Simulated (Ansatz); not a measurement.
**Work function of Pb(110): what the settings cost and change**

How thick a slab and how much vacuum does the work function of Pb(110) need?

Main program and level: Ansatz 0.2.0; plane-wave DFT, PBE, Ansatz PAW.

## 1. The structure

The cell holds 1 atom: 1 Pb. Its edges and angles: a = 4.950 Å, b = 3.500 Å, c = 18.000 Å, α = 90.0°, β = 90.0°, γ = 90.0°. Vacuum lies along c.

## 2. Run, setting 1 layer

A work function rests on the faint tail of the density, so the SCF threshold is tight. The slab grows from one layer, at fixed mesh and 18 Å of vacuum; then the vacuum is varied on one slab.

input.yaml

```yaml
crystal:
  lattice:
    - [4.95, 0.0, 0.0]
    - [0.0, 3.5001785669, 0.0]
    - [0.0, 0.0, 18.0]
  atoms:
    - { symbol: Pb, position: [0.5, 0.5, 0.5] }
kpoints:
  mp_grid: { grid: [8, 12, 1] }
hamiltonian:
  xc: pbe
scf:
  occupations: { method: fermi_dirac, width: 0.1 }
  convergence: { dr2_threshold: 1.0e-09 }
efield:
  axis: 3
  dipole_correction: true
  ramp_position: 0.97
  ramp_width: 0.06
output:
  write_potential: true
  write_density: true
  volumetric_format: npy
  elf: true
```

Started as:

```bash
$ ansatz run input.yaml --threads 2 --pin off --max-ram 3072MiB --backend cpu --events-out ev --progress --plain --runs-dir out
```

Numbers of over 12 decimals in the logs are rounded to 6 here.

The log of the run:

```text
Engine: ansatz 0.2.0, aarch64-unknown-linux-gnu
Pseudopotentials: kind: paw
Pseudopotential: Pb, paw, valence charge 14, recommended cutoff 420 eV (normal), Pb.paw.azcp
Functional definition: PBE
  parameter kappa = 0.804
  parameter beta = 0.066725
  exchange = pbe_x(kappa = kappa, mu = beta*pi^2/3)
  correlation = pbe_c(beta = beta)
Crystal: 1 atoms, lattice volume = 311.866 Å³
Basis set: ecut = 420 eV, 6111 PW (Γ)
Bands: 11, of which v1, the nominal top of the filled ones, is band 7 counted from 1 (6 counted from 0)
Symmetry: 4 space group operations
k-points: 35 of 96
Non-local potential: Pb, projectors of the file, l = 0: 2, l = 1: 2, l = 2: 2, l = 3: 2
PAW form: soft (Blöchl's): semilocal exchange-correlation on the pseudo side does not see the compensation charge
PAW one-centre angular grid: Pb, 590 points (default); XC on 64 Gauss nodes
Initial density: superposition of atomic densities (neutral atoms: chi_scale 0, normalization atom), corrected by the library's trained network
Initial wavefunctions: pseudopotential atomic-orbital guess
Functional: x = pbe(κ = 0.804, μ = 0.219515), c = pbe(β = 0.066725)
SCF iter   1: F=—  HF=-11904.932315 eV  |F-HF|=—  |Δ(HF+E_count)|=         —  Δρ=6.53e-4  dr2=2.08e-3  ethr=1.77e-3  p=-0.000 e·Å  D=-4.07e-16 V/Å  ΔV_dip=0.00 eV  dr2_dipole=1.55e-11  V_vac-E_F(+/−)=3.97/3.97 eV  ⟨swp⟩=7.1  Hψ=2970  notcnv=0
efield: sawtooth ramp at fractional position 0.9700 (set: `efield.ramp_position`, or a place that a band, a saddle search or an elastic batch's reference lends), width 0.0600; the density the first Hamiltonian is built on has a dipole p = -0.000 e·Å; the dipole correction subtracts the counter field D = -4.07e-16 V/Å, which shifts the + side's vacuum level by +0.00 eV against the − side's; the planar-averaged density in the ramp window peaks in size at 3.0e-6 e/Å³
preconditioner: auto → LDOS  [metal: Δε(μ)=0.032 eV  Ē_g=3.669 eV  σ=0.100 eV  W_gap=0.08  n_scr=18 (ndim 8)  ℏωp=3.0 eV  f_vac=0.727  D(μ)=2.08/eV (n_scr^D=6)  β→1.0]
SCF iter   2: F=—  HF=-11904.932548 eV  |F-HF|=—  |Δ(HF+E_count)|=   2.33e-4  Δρ=2.96e-4  dr2=2.15e-4  ethr=1.48e-5  p=0.000 e·Å  D=3.24e-7 V/Å  ΔV_dip=-0.00 eV  dr2_dipole=6.19e-11  V_vac-E_F(+/−)=4.00/4.00 eV  ⟨swp⟩=2.0  Hψ=1045  notcnv=0
SCF iter   3: F=—  HF=-11904.932694 eV  |F-HF|=—  |Δ(HF+E_count)|=   1.46e-4  Δρ=1.24e-4  dr2=4.65e-5  ethr=1.54e-6  p=-0.000 e·Å  D=-2.37e-7 V/Å  ΔV_dip=0.00 eV  dr2_dipole=2.34e-11  V_vac-E_F(+/−)=4.01/4.01 eV  ⟨swp⟩=2.0  Hψ=648  notcnv=0
SCF iter   4: F=—  HF=-11904.932704 eV  |F-HF|=—  |Δ(HF+E_count)|=   9.81e-6  Δρ=3.68e-5  dr2=5.49e-6  ethr=3.32e-7  p=-0.000 e·Å  D=-4.55e-8 V/Å  ΔV_dip=0.00 eV  dr2_dipole=9.67e-15  V_vac-E_F(+/−)=4.01/4.01 eV  ⟨swp⟩=2.0  Hψ=635  notcnv=0
SCF iter   5: F=—  HF=-11904.932710 eV  |F-HF|=—  |Δ(HF+E_count)|=   6.41e-6  Δρ=1.24e-5  dr2=5.66e-7  ethr=3.92e-8  p=-0.000 e·Å  D=-9.67e-8 V/Å  ΔV_dip=0.00 eV  dr2_dipole=3.70e-12  V_vac-E_F(+/−)=4.02/4.02 eV  ⟨swp⟩=2.1  Hψ=463  notcnv=0
SCF iter   6: F=—  HF=-11904.932705 eV  |F-HF|=—  |Δ(HF+E_count)|=   5.33e-6  Δρ=1.33e-6  dr2=1.28e-8  ethr=4.04e-9  p=0.000 e·Å  D=6.75e-8 V/Å  ΔV_dip=-0.00 eV  dr2_dipole=5.00e-12  V_vac-E_F(+/−)=4.02/4.02 eV  ⟨swp⟩=2.1  Hψ=645  notcnv=0
SCF iter   7: F=-11904.932705 eV  HF=-11904.932705 eV  |F-HF|=6.18e-11  |Δ(HF+E_count)|=   1.49e-8  Δρ=4.67e-7  dr2=9.30e-10  ethr=7.14e-12  p=-0.000 e·Å  D=-1.42e-7 V/Å  ΔV_dip=0.00 eV  dr2_dipole=1.32e-11  V_vac-E_F(+/−)=4.02/4.02 eV  ⟨swp⟩=3.4  Hψ=1652  notcnv=0
SCF 1 converged in 7 iterations: F = -11904.932705 eV  dr2 = 9.30e-10
  greatest PAW one-centre occupation: 0.980 electrons in one spin orbital (limit 2), on the Pb atom at site 0 (counted from 0), in its partial waves of l = 2
WARN: The output density's exchange-correlation potential varies sharply where the density is thin. Do not read a vacuum level from v_tot or v_xc, or from such a field of the output density. On a cell that repeats whose density bears no net charge and no dipole along the vacuum's axis use v_es (v_loc + v_h of the components); under efield.dipole_correction with no amplitude use v_es + v_field, which holds any externa [...]
SCF converged after 7 iterations
Free energy (F): -11904.932705 eV
Harris-Foulkes:  -11904.932705 eV  (|F-HF|=6.18e-11)
Internal energy: -11904.863789 eV  (E = F + TS)
E sigma→0 (E₀):  -11904.898247 eV
Entropy (-TS):   -0.068916 eV (-68.916 meV/atom)
Fermi energy:    -2.506461 eV
Dipole field:    D = 0.000004 V/Å  (p = 0.000006 e·Å, saw-weighted, corrected)
Work function:   Φ+ = 4.0163 eV   Φ− = 4.0164 eV
Levels:          The Fermi level and band energies are counted from a zero that moves with the ramp; work functions are not
--- Per-component energies (eV) ---
  E_band       = -224.031727
  E_kinetic    = 285.208139
  E_local      = -3915.765417  (includes V_loc(G=0)·N_el)
  E_nonlocal   = 349.505401
  E_hartree    = 1759.820169
  E_xc         = -217.921403
  E_vxc        = -128.509291  (∫ρ·V_xc dr)
  E_paw        = -10405.185495  (= ΣΔE_a)
  E_vpaw       = -334.111968  (= ΣTr[D̂ρ^β])
  E_aug_tail   = 0.000048  (compensation charges beyond the density's cutoff)
  E_efield     = 0.000000  (sawtooth field / dipole correction)
  E_vefield    = 0.000000  (∫n·V_field dr)
  E_ewald      = 239.474768
  E_smearing   = -0.068916  (= −TS)
  E_closure    = 0.000000  (closes the sum)
  Σ components = -11904.932705   (vs F -11904.932705, Δ=0.00e0)
--- Band table (eV; the first three rows and the last of 35) ---
  k-point 0: bands = [... 3 lower, -19.5937, -19.5908, -11.3089, -2.9909, -1.7644, 0.4215, 1.4243, 1.5299]
  k-point 1: bands = [... 3 lower, -19.5992, -19.5963, -11.2381, -2.9075, -1.6836, 0.4690, 1.5072, 1.5460]
  k-point 2: bands = [... 3 lower, -19.6142, -19.6111, -11.0299, -2.6635, -1.4497, 0.0157, 0.9610, 1.7529]
  k-point 34: bands = [... 3 lower, -19.6736, -19.4844, -9.6511, -3.9156, -1.6857, -0.8517, 1.8901, 3.2972]
```

Wall time 16 s (2 threads of Arm Neoverse N1, shared host); peak memory 0.48 GiB.

Numbers from this step:

```
energy at zero smearing   : -11904.8982 eV
work function, upper face : 4.016 eV
```

Running mean over 1.75 Å of the planar mean; the ramp of the sawtooth is left out. Table of electron's electrostatic potential energy less the Fermi level by z:

```
z (Å)  electron's electrostatic potential energy less the Fermi level (eV)
  3.0                                                                 4.02
  3.5                                                                 4.02
  4.0                                                                 4.02
  4.5                                                                 4.01
  5.0                                                                 4.01
  5.5                                                                 3.99
  6.0                                                                 3.95
  6.5                                                                 3.82
  7.0                                                                 3.45
  7.5                                                                 2.23
  8.0                                                               -0.214
  8.5                                                                -2.74
  9.0                                                                -4.02
  9.5                                                                -2.74
 10.0                                                               -0.214
 10.5                                                                 2.23
 11.0                                                                 3.45
 11.5                                                                 3.82
 12.0                                                                 3.95
 12.5                                                                 3.99
 13.0                                                                 4.01
 13.5                                                                 4.01
 14.0                                                                 4.02
 14.5                                                                 4.02
 15.0                                                                 4.02
```

ELF in the ca plane at fractional y = 0.500, with atoms of Pb within 0.2 Å of it. It is the smooth field of the valence electrons, not physical close to the nuclei.

Ten even steps from '0' (0.00) to '9' (0.42), each cell a mean:
```
00000000000000000012233321100000000000000000
00000000000000001134566653210000000000000000
00000000000000011357888876421000000000000000
00000000000000012478999988632100000000000000
00000000000000123689954899742100000000000000
00000000000000124689800499753100000000000000
00000000000000123689821599752100000000000000
00000000000000013589987998642100000000000000
00000000000000012468899987531000000000000000
00000000000000001245777765311000000000000000
00000000000000000123444432110000000000000000
00000000000000000011222221100000000000000000
```
Columns run along c (18.0 Å), rows up along a (5.0 Å). Atoms in or near the plane, at fractional coordinates: Pb at (0.50, 0.50).

Valence density in the ca plane at fractional y = 0.500, with atoms of Pb within 0.2 Å of it. It is the smooth field of the valence electrons, not physical close to the nuclei.

Values in e/Å³, 7 rows by 16 columns, each cell a mean:
```
0.0 0.0 0.0 0.0 0.0 0.0 0.0 0.0 0.0 0.0 0.0 0.0 0.0 0.0 0.0 0.0
0.0 0.0 0.0 0.0 0.0 0.0 0.0 0.1 0.2 0.0 0.0 0.0 0.0 0.0 0.0 0.0
0.0 0.0 0.0 0.0 0.0 0.0 0.0 1.4 2.0 0.1 0.0 0.0 0.0 0.0 0.0 0.0
0.0 0.0 0.0 0.0 0.0 0.0 0.1 3.1 4.6 0.1 0.0 0.0 0.0 0.0 0.0 0.0
0.0 0.0 0.0 0.0 0.0 0.0 0.0 0.8 1.1 0.1 0.0 0.0 0.0 0.0 0.0 0.0
0.0 0.0 0.0 0.0 0.0 0.0 0.0 0.1 0.1 0.0 0.0 0.0 0.0 0.0 0.0 0.0
0.0 0.0 0.0 0.0 0.0 0.0 0.0 0.0 0.0 0.0 0.0 0.0 0.0 0.0 0.0 0.0
```
Columns run along c (18.0 Å), rows up along a (5.0 Å). Atoms in or near the plane, at fractional coordinates: Pb at (0.50, 0.50).

Electrostatic potential energy in the ca plane at fractional y = 0.500, with atoms of Pb within 0.2 Å of it. With pseudopotentials it is smooth inside the atoms' cores, unlike the true potential.

Ten even steps from '0' (-28 eV) to '9' (2 eV), each cell a mean:
```
99999999999999999999999999999999999999999999
99999999999999999999999999999999999999999999
99999999999999999999877889999999999999999999
99999999999999999998521378999999999999999999
99999999999999999986000038999999999999999999
99999999999999999985000017999999999999999999
99999999999999999985000027999999999999999999
99999999999999999997200158999999999999999999
99999999999999999998755689999999999999999999
99999999999999999999988899999999999999999999
99999999999999999999999999999999999999999999
99999999999999999999999999999999999999999999
```
Columns run along c (18.0 Å; values clipped at the 3rd and 97th percentile), rows up along a (5.0 Å). Atoms in or near the plane, at fractional coordinates: Pb at (0.50, 0.50).

The work function is 4.016 eV.

## 3. Run, 2 atoms

System of this step: Pb(110). The cell holds 2 atoms: 2 Pb. Its edges and angles: a = 4.950 Å, b = 3.500 Å, c = 19.750 Å, α = 90.0°, β = 90.0°, γ = 90.0°. Vacuum lies along c.

input.yaml, the sections that differ from step 2:

```yaml
crystal:
  lattice:
    - [4.95, 0.0, 0.0]
    - [0.0, 3.5001785669, 0.0]
    - [0.0, 0.0, 19.7500892834]
  atoms:
    - { symbol: Pb, position: [0.5, 0.5, 0.4556941425] }
    - { symbol: Pb, position: [0.0, 0.0, 0.5443058575] }
output:
  write_potential: true
  write_density: true
  volumetric_format: npy
# kpoints, hamiltonian, scf, efield: as in step 2
```

The log of the run:

```text
[...]
Crystal: 2 atoms, lattice volume = 342.188 Å³
Basis set: ecut = 420 eV, 6705 PW (Γ)
Bands: 18, of which v1, the nominal top of the filled ones, is band 14 counted from 1 (13 counted from 0)
Symmetry: 4 space group operations
k-points: 35 of 96
[...]
k-point 0: bands = [... 10 lower, -11.2140, -8.5220, -2.3975, -1.3739, -1.1368, 1.8806, 2.1950, 2.3328]
  k-point 1: bands = [... 10 lower, -11.1298, -8.4678, -2.2982, -1.2949, -1.1014, 1.8755, 1.9290, 2.2623]
  k-point 2: bands = [... 10 lower, -10.8783, -8.3165, -2.0045, -1.1210, -1.0753, 0.5874, 2.0468, 2.3151]
  k-point 34: bands = [... 10 lower, -8.2868, -8.2868, -3.5677, -3.5677, 0.0969, 0.0969, 0.8853, 0.8853]
[key lines of the parts left out:]
SCF converged after 8 iterations
Free energy (F): -23811.959236 eV
Fermi energy:    -1.264710 eV
Dipole field:    D = 0.000000 V/Å  (p = 0.000000 e·Å, saw-weighted, corrected)
Work function:   Φ+ = 3.8861 eV   Φ− = 3.8860 eV
```

The job ended after 26 s (2 threads; peak memory 0.56 GiB).

The work function is 3.886 eV, -0.130 eV from the run “1 layer”, at 1.6 times its CPU time.

## 4. Slab, 3 atoms

System of this step: Pb(110). The cell holds 3 atoms: 3 Pb. Its edges and angles: a = 4.950 Å, b = 3.500 Å, c = 21.500 Å, α = 90.0°, β = 90.0°, γ = 90.0°. Vacuum lies along c.

input.yaml, the sections that differ from step 3:

```yaml
crystal:
  lattice:
    - [4.95, 0.0, 0.0]
    - [0.0, 3.5001785669, 0.0]
    - [0.0, 0.0, 21.5001785669]
  atoms:
    - { symbol: Pb, position: [0.0, 0.0, 0.4186011745] }
    - { symbol: Pb, position: [0.5, 0.5, 0.5] }
    - { symbol: Pb, position: [0.0, 0.0, 0.5813988255] }
# kpoints, hamiltonian, scf, efield, output: as in step 3
```

The log of the run:

```text
[...]
Crystal: 3 atoms, lattice volume = 372.510 Å³
Basis set: ecut = 420 eV, 7253 PW (Γ)
Bands: 26, of which v1, the nominal top of the filled ones, is band 21 counted from 1 (20 counted from 0)
Symmetry: 4 space group operations
k-points: 35 of 96
[...]
k-point 1: bands = [... 17 lower, -6.8743, -2.0271, -1.0853, 0.0625, 0.6661, 1.3727, 2.2722, 3.2256, ... 1 higher]
  k-point 2: bands = [... 17 lower, -6.7727, -1.7169, -1.0115, 0.2010, 0.8982, 0.9406, 1.4088, 3.1374, ... 1 higher]
  k-point 34: bands = [... 17 lower, -6.8875, -3.2330, -3.0974, -1.4447, 0.1242, 0.5509, 0.8134, 2.8227, ... 1 higher]
[key lines of the parts left out:]
SCF converged after 8 iterations
Free energy (F): -35718.499881 eV
Fermi energy:    -0.046889 eV
Dipole field:    D = 0.000000 V/Å  (p = 0.000000 e·Å, saw-weighted, corrected)
Work function:   Φ+ = 3.6011 eV   Φ− = 3.6011 eV
```

It took 39 s on 2 threads; peak memory 0.67 GiB.

The work function is 3.601 eV, -0.285 eV from the run “2 layers”, at 1.5 times its CPU time.

## 5. Run, 4 atoms

System of this step: Pb(110). The cell holds 4 atoms: 4 Pb. Its edges and angles: a = 4.950 Å, b = 3.500 Å, c = 23.250 Å, α = 90.0°, β = 90.0°, γ = 90.0°. Vacuum lies along c.

input.yaml, the sections that differ from step 4:

```yaml
crystal:
  lattice:
    - [4.95, 0.0, 0.0]
    - [0.0, 3.5001785669, 0.0]
    - [0.0, 0.0, 23.2502678503]
  atoms:
    - { symbol: Pb, position: [0.5, 0.5, 0.3870923147] }
    - { symbol: Pb, position: [0.0, 0.0, 0.4623641049] }
    - { symbol: Pb, position: [0.5, 0.5, 0.5376358951] }
    - { symbol: Pb, position: [0.0, 0.0, 0.6129076853] }
# kpoints, hamiltonian, scf, efield, output: as in step 4
```

The log of the run:

```text
[...]
Crystal: 4 atoms, lattice volume = 402.831 Å³
Basis set: ecut = 420 eV, 7875 PW (Γ)
Bands: 34, of which v1, the nominal top of the filled ones, is band 28 counted from 1 (27 counted from 0)
Symmetry: 4 space group operations
k-points: 35 of 96
[...]
k-point 0: bands = [... 24 lower, -1.6604, -0.4181, 0.1870, 0.3196, 1.3529, 2.8351, 3.0949, 3.6072, ... 2 higher]
  k-point 1: bands = [... 24 lower, -1.5531, -0.3635, 0.2791, 0.3429, 1.4426, 2.7865, 2.8974, 3.1296, ... 2 higher]
  k-point 2: bands = [... 24 lower, -1.2351, -0.2576, 0.3229, 0.5503, 1.4482, 1.7006, 2.9937, 3.0682, ... 2 higher]
  k-point 34: bands = [... 24 lower, -2.6574, -2.6574, -1.1042, -1.1042, 0.7994, 0.7994, 2.0301, 2.0301, ... 2 higher]
[key lines of the parts left out:]
SCF converged after 9 iterations
Free energy (F): -47624.903170 eV
Fermi energy:    0.873639 eV
Dipole field:    D = 0.000000 V/Å  (p = 0.000000 e·Å, saw-weighted, corrected)
Work function:   Φ+ = 3.4807 eV   Φ− = 3.4806 eV
```

Elapsed: 58 s, on 2 threads; peak memory 0.8 GiB; 1.9 min of CPU time.

The work function is 3.481 eV, -0.120 eV from the run “3 layers”, at 1.5 times its CPU time.

## 6. Slab, 5 atoms

System of this step: Pb(110). The cell holds 5 atoms: 5 Pb. Cell: a = 4.950 Å, b = 3.500 Å, c = 25.000 Å, α = 90.0°, β = 90.0°, γ = 90.0°. Vacuum lies along c.

input.yaml, the sections that differ from step 5:

```yaml
crystal:
  lattice:
    - [4.95, 0.0, 0.0]
    - [0.0, 3.5001785669, 0.0]
    - [0.0, 0.0, 25.0003571337]
  atoms:
    - { symbol: Pb, position: [0.0, 0.0, 0.3599948573] }
    - { symbol: Pb, position: [0.5, 0.5, 0.4299974287] }
    - { symbol: Pb, position: [0.0, 0.0, 0.5] }
    - { symbol: Pb, position: [0.5, 0.5, 0.5700025713] }
    - { symbol: Pb, position: [0.0, 0.0, 0.6400051427] }
# kpoints, hamiltonian, scf, efield, output: as in step 5
```

The log of the run:

```text
[...]
Crystal: 5 atoms, lattice volume = 433.153 Å³
Basis set: ecut = 420 eV, 8469 PW (Γ)
Bands: 42, of which v1, the nominal top of the filled ones, is band 35 counted from 1 (34 counted from 0)
Symmetry: 4 space group operations
k-points: 35 of 96
[...]
k-point 0: bands = [... 31 lower, 0.0737, 0.2226, 0.3880, 2.0337, 2.0380, 2.1895, 3.9955, 4.3620, ... 3 higher]
  k-point 1: bands = [... 31 lower, 0.1718, 0.2541, 0.4433, 2.0631, 2.1174, 2.2777, 3.1870, 4.3383, ... 3 higher]
  k-point 2: bands = [... 31 lower, 0.2794, 0.4621, 0.5406, 1.7826, 2.1641, 2.3478, 2.4897, 3.0497, ... 3 higher]
  k-point 34: bands = [... 31 lower, -2.2389, -1.1126, -0.9849, 0.0609, 0.9881, 1.2632, 1.9550, 3.0105, ... 3 higher]
[key lines of the parts left out:]
SCF converged after 8 iterations
Free energy (F): -59531.320765 eV
Fermi energy:    1.458269 eV
Dipole field:    D = 0.000000 V/Å  (p = 0.000000 e·Å, saw-weighted, corrected)
Work function:   Φ+ = 3.6620 eV   Φ− = 3.6620 eV
```

It took 84 s on 2 threads; peak memory 0.94 GiB; 2.8 min of CPU time.

The work function is 3.662 eV, +0.181 eV from the run “4 layers”, at 1.4 times its CPU time.

## 7. Run, 6 atoms

System of this step: Pb(110). The cell holds 6 atoms: 6 Pb. Cell: a = 4.950 Å, b = 3.500 Å, c = 26.750 Å, α = 90.0°, β = 90.0°, γ = 90.0°. Vacuum lies along c.

input.yaml, the sections that differ from step 6:

```yaml
crystal:
  lattice:
    - [4.95, 0.0, 0.0]
    - [0.0, 3.5001785669, 0.0]
    - [0.0, 0.0, 26.7504464172]
  atoms:
    - { symbol: Pb, position: [0.5, 0.5, 0.3364429834] }
    - { symbol: Pb, position: [0.0, 0.0, 0.40186579] }
    - { symbol: Pb, position: [0.5, 0.5, 0.4672885967] }
    - { symbol: Pb, position: [0.0, 0.0, 0.5327114033] }
    - { symbol: Pb, position: [0.5, 0.5, 0.59813421] }
    - { symbol: Pb, position: [0.0, 0.0, 0.6635570166] }
# kpoints, hamiltonian, scf, efield, output: as in step 6
```

The log of the run:

```text
[...]
Crystal: 6 atoms, lattice volume = 463.475 Å³
Basis set: ecut = 420 eV, 9055 PW (Γ)
Bands: 51, of which v1, the nominal top of the filled ones, is band 42 counted from 1 (41 counted from 0)
Symmetry: 4 space group operations
k-points: 35 of 96
[...]
k-point 0: bands = [... 38 lower, 0.5618, 1.0383, 1.6836, 1.7209, 2.9033, 3.4381, 3.6080, 4.4314, ... 5 higher]
  k-point 1: bands = [... 38 lower, 0.6006, 1.0737, 1.7720, 1.7767, 2.9762, 3.4774, 3.6271, 3.6753, ... 5 higher]
  k-point 2: bands = [... 38 lower, 0.6544, 1.0966, 1.8338, 2.0320, 2.3789, 2.9453, 3.3751, 3.5864, ... 5 higher]
  k-point 34: bands = [... 38 lower, -0.8776, -0.8776, 0.3290, 0.3290, 1.4668, 1.4668, 2.9043, 2.9043, ... 5 higher]
[key lines of the parts left out:]
SCF converged after 8 iterations
Free energy (F): -71437.734616 eV
Fermi energy:    2.043257 eV
Dipole field:    D = -0.000000 V/Å  (p = -0.000001 e·Å, saw-weighted, corrected)
Work function:   Φ+ = 3.7350 eV   Φ− = 3.7350 eV
```

Wall time 1.8 min (2 threads); peak memory 1.1 GiB.

The work function is 3.735 eV, +0.073 eV from the run “5 layers”, at 1.3 times its CPU time.

(Part 1 of 2 ends here.)

[Logs are printed without paths, hosts, clocks, repeated set-up lines and the standing remarks that a program may print on its own settings, such as how far it seeks lower states.]

[Hosts, paths, dates, database ids (printed as entryN), source tags and the programs' standing remarks are cut or masked in the printed files.]

[Maps of the electrostatic potential energy from Ansatz leave out the sawtooth potential of an applied field or a dipole correction, so their vacuum need not be flat; planar profiles and work functions include it.]
